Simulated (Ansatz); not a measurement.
Entries from a set of simulations; values are calculated unless marked as measured. Some values are withheld and marked by numbers in brackets.

```
A low-energy model for WI2 (1T sheet): bands, U and J
1.0
     0.00000    2.84098    2.84098
     2.84098   -2.84098    0.00000
    17.79296   17.79296  -17.79296
W I
1 2
Direct
  0.00000 0.00000 0.31652
  0.33333 0.66667 0.36400
  0.66667 0.33333 0.26904
# method: DFT, PBEsol, plane waves, PAW (and 1 further level or step)
# program: Ansatz 0.2.0
# settings of one run: cutoff 420 eV, 6×6×1 k-mesh, smearing width 0.08 eV, default PAW, coordination {"W": "octahedral"}, magnetic state non-magnetic by constraint
# cost: 3 runs, 20 min in all on 4 threads of Arm Neoverse V1, shared host (the runs of this entry)
# notes: The program’s warnings: xc potential rough in thin density. The structure was relaxed with PBEsol. Limits: no spin-orbit coupling. The bands cross the Fermi level under this constraint, which need not be the crystal’s state: magnetic order, correlation or a lattice distortion may open a gap. Spin-orbit coupling, which is strong for atoms this heavy, is left out.
# W t2g: U 2.49 eV, U′ 2.00 eV, J 0.22 eV, bare V 9.4 eV
# W t2g + anion p: [1]
# method: constrained RPA on non-magnetic PBEsol, 6×6×1 mesh, static; search for lower states off
```

**Question.** What are the withheld values?

[1] W t2g + anion p (WI2 (1T sheet)): U 2.95 eV, U′ 2.33 eV, J 0.28 eV, bare V 10.9 eV. With the window W t2g + anion p U becomes 2.95 eV and the bare V 10.91 eV, so U/V goes from 0.26 to 0.27; the change follows the shape of the functions more than the screening.

[Paths, hosts, dates, memory and timing lines, banners, echoed tables and standing remarks are left out of the program output.]

[Logs are printed without paths, hosts, clocks, repeated set-up lines and the standing remarks that a program may print on its own settings, such as how far it seeks lower states.]

[Runs of the session that timed out or met a known fault of the program may be left out.]

[Hosts, paths, dates, database ids (printed as entryN), source tags and the programs' standing remarks are cut or masked in the printed files.]
